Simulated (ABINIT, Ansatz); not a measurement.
CdH2O2 (P-3m1): one start, several treatments of the self-energy. Symmetry: P-3m1, No. 164, trigonal system. Conventional cell: a = 3.516 Å, b = 3.516 Å, c = 4.643 Å, α = 90.00°, β = 90.00°, γ = 120.00°. Nearest to Cd lie 6 O at 2.32 Å. H has 1 O at 0.97 Å nearest. Nearest to O lie 1 H at 0.97 Å and 3 Cd at 2.32 Å. Farther neighbours, and contacts between anions beyond the nearest, are not listed. The calculation used RPA screening on PBEsol, plane waves, norm-conserving pseudopotentials (and 3 further levels or steps) in ABINIT 10.8.3, with cutoff 47 Ha, PseudoDojo scalar-relativistic 0.4.1 standard, norm-conserving, ngkpt (3, 3, 2), nband 49, ecuteps 4.2 Ha, gwcalctyp 2, nfreqre 16, nfreqim 8, inclvkb 2, freqremax 40 eV, spmeth 1, nomegasf 120, shiftk (0, 0, 0), symchi 1, awtr 1, frequency cd, 3×3×2 k-mesh. The G0W0, Godby-Needs plasmon pole is 3.372 eV and the G0W0, Engel-Farid plasmon pole is 3.274 eV. The G0W0, von der Linden-Horsch plasmon pole is 3.259 eV. The one-shot Hartree-Fock is 11.636 eV. The G0W0, contour deformation is 3.328 eV and the known limits are short of the basis limit; d shell near the gap, gap tends to lie low; no spin-orbit coupling; coarse k mesh. It took 8 runs, 64 s in all on 4 MPI ranks of Arm Neoverse V2, shared host. G0W0, Engel-Farid plasmon pole: −0.098 eV against G0W0, Godby-Needs plasmon pole. G0W0, von der Linden-Horsch plasmon pole: −0.113 eV against G0W0, Godby-Needs plasmon pole. The program's warnings: Min real frequency set to default [Ha] = and nkpt*nsppol () is not a multiple of nproc spkpt (). The cell and positions are those that the Materials Project relaxed with its own functionals (PBE, PBE+U or r2SCAN), kept fixed. Limits: d shell near the gap, gap tends to lie low; no spin-orbit coupling. The 3×3×2 mesh is coarse for this cell, which bears on the long-range parts of exchange and screening.

[Paths, hosts, dates, memory and timing lines, banners, echoed tables and standing remarks are left out of the program output; an Ansatz launch command may be rebuilt from the run's recorded settings. Measured values are a selection of at most five: reports struck by readers or far from the other reports are left out. None is set beside runs whose start may be inverted or whose files or cutoffs have a known fault.]

[Runs of the session that timed out or met a known fault of the program may be left out.]

[Hosts, paths, dates, database ids (printed as entryN), source tags and the programs' standing remarks are cut or masked in the printed files.]

[G0W0 gaps are taken among the corrected bands and points alone; a level outside them can change the order at an edge.]

[Where Ansatz stands beside ABINIT at settings called matched, ABINIT's density can come from a denser mesh and the files from another edition; pairs whose starting gaps differed by over 0.03 eV were left out, so agreement reads better than it is.]
